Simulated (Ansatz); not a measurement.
# Random alloy of the diamond Si-C (dilute carbon) line, x = 0.1094 (64 atoms): relaxation and levels of theory

Which bonds does the relaxation leave, and how do the Kohn-Sham gap, forces and pressure change with k-mesh and functional?

Calculated with Ansatz 0.2.0: Kohn-Sham DFT, PBE, PAW (set soft_2), plane waves; cutoff 420 eV, k-mesh 2×2×2, fermi-dirac smearing of 0.025 eV.

**The cell**

The cell holds 64 atoms: 57 Si and 7 C. Its edges and angles: a = 10.520 Å, b = 10.520 Å, c = 10.520 Å, α = 90.0°, β = 90.0°, γ = 90.0°. It derives from Si (diamond Si-C (dilute carbon)) and C, repeated 2×2×2. Diamond Si-C (dilute carbon): 64 atoms, 7 of 64 Si sites given to C at random, cell and internal coordinates interpolated linearly between the end members (Vegard's rule); not relaxed, displaced by a Gaussian of 0.02 Å. Lattice constants are starting values near those of PBE.

Cell and atoms were relaxed with PBE. The walk converged after 9 steps by the program's count, with a largest force component of 0.00729 eV/Å; it began at an r.m.s. force component of 1.1 eV/Å. The edges went from 10.520, 10.520, 10.520 to 10.468, 10.473, 10.461 Å, and the volume from 18.193 to 17.920 Å³ an atom (-1.5 %).

The input of the reference single point:

```yaml
crystal:
  lattice:
    - [10.46805, -0.0045, -0.011]
    - [-0.0045, 10.4729, -0.00545]
    - [-0.011, -0.00545, 10.46149]
  atoms:
    - { symbol: Si, position: [0.03132, 0.02504, 0.02397] }
    - { symbol: C, position: [0.1513, 0.1508, 0.11512] }
    - { symbol: Si, position: [0.02619, 0.24262, 0.22381] }
    - { symbol: Si, position: [0.12654, 0.37277, 0.37224] }
    [... 58 atom lines left out ...]
    - { symbol: Si, position: [0.75758, 0.7419, 0.50007] }
    - { symbol: Si, position: [0.87665, 0.87308, 0.62709] }
kpoints:
  mp_grid: { grid: [2, 2, 2] }
hamiltonian:
  xc: pbe
scf:
  occupations: { method: fermi_dirac, width: 0.025 }
output:
  forces: true
  stress: true
  populations: true
  dos:
    method: { smearing: { sigma: 0.08 } }
    de: 0.05
    projected: { site_lists: { C: [C], Si: [Si] } }
  eigenvalues: true
  write_density: true
  write_potential: true
  volumetric_format: npy
```

**Bonds after relaxation**

Bonds by pair of elements; cutoffs follow the first minimum of g(r), held within bounds set by covalent radii, and pairs that aren't listed don't count as bonded:

```csv
pair A-B,cutoff (Å),bonds,mean length (Å),spread (Å),shortest (Å),B about A,A about B
Si-Si,2.77,103,2.35,0.049,2.28,3.61,3.61
Si-C,2.28,22,2.03,0.058,1.95,0.386,3.14
C-C,1.85,3,1.75,0.061,1.70,0.857,0.857
```

How many atoms have how many bonded neighbours:

```csv
element,mean,4
C,4,7
Si,4,57
```

**Levels of theory**

Single points at the relaxed geometry:

```
functional  k-mesh  Kohn-Sham gap (eV)  pressure (GPa)  r.m.s. force component (eV/Å)  SCF cycles     time
       PBE   2×2×2               0.157           -0.01                          0.002           8     85 s
       PBE   1×1×1               0.159            0.79                          0.049           7    8.3 s
     HSE06   1×1×1               0.762           -1.19                          0.061          20  2.2 min
    r2SCAN   2×2×2               0.311           -1.40                          0.056           8  2.5 min
    PBEsol   2×2×2             0.091 †           -2.13                          0.033           9     85 s
```

The gap is that between the highest filled and lowest empty Kohn-Sham level on the run's k-points; † or a dash marks runs with no clear gap, where levels at the Fermi energy are far from full or empty or nearly touch. Cutoffs: 420 eV for PBE, HSE06 and PBEsol; 500 eV for r2SCAN. Times come from shared hosts and are rough.

**Findings**

The Kohn-Sham gap is 0.16 eV with PBE on the 2×2×2 mesh. On the 1×1×1 mesh HSE06 changes the gap by +0.60 eV against PBE. Carrying that shift over to the 2×2×2 mesh gives 0.16 + 0.60 = 0.76 eV, an estimate that takes the shift to be alike at all k-points. On the reference's mesh the gap changes with r2SCAN by +0.15 eV. Against the reference the pressure changes with r2SCAN by -1.4 GPa and PBEsol by -2.1 GPa; a negative change means a smaller volume than PBE would take.

Limits: All single points share the geometry relaxed with PBE. One random arrangement of the atoms on their sites. In some runs the program notes that the gap was narrow in the semilocal warm-up, the exchange threshold is loose for the stress, the SCF threshold is loose for the stress and it cut back its work space to fit the memory limit.

[Logs are printed without paths, hosts, clocks, repeated set-up lines and the standing remarks that a program may print on its own settings, such as how far it seeks lower states.]

[Hosts, paths, dates, database ids (printed as entryN), source tags and the programs' standing remarks are cut or masked in the printed files.]
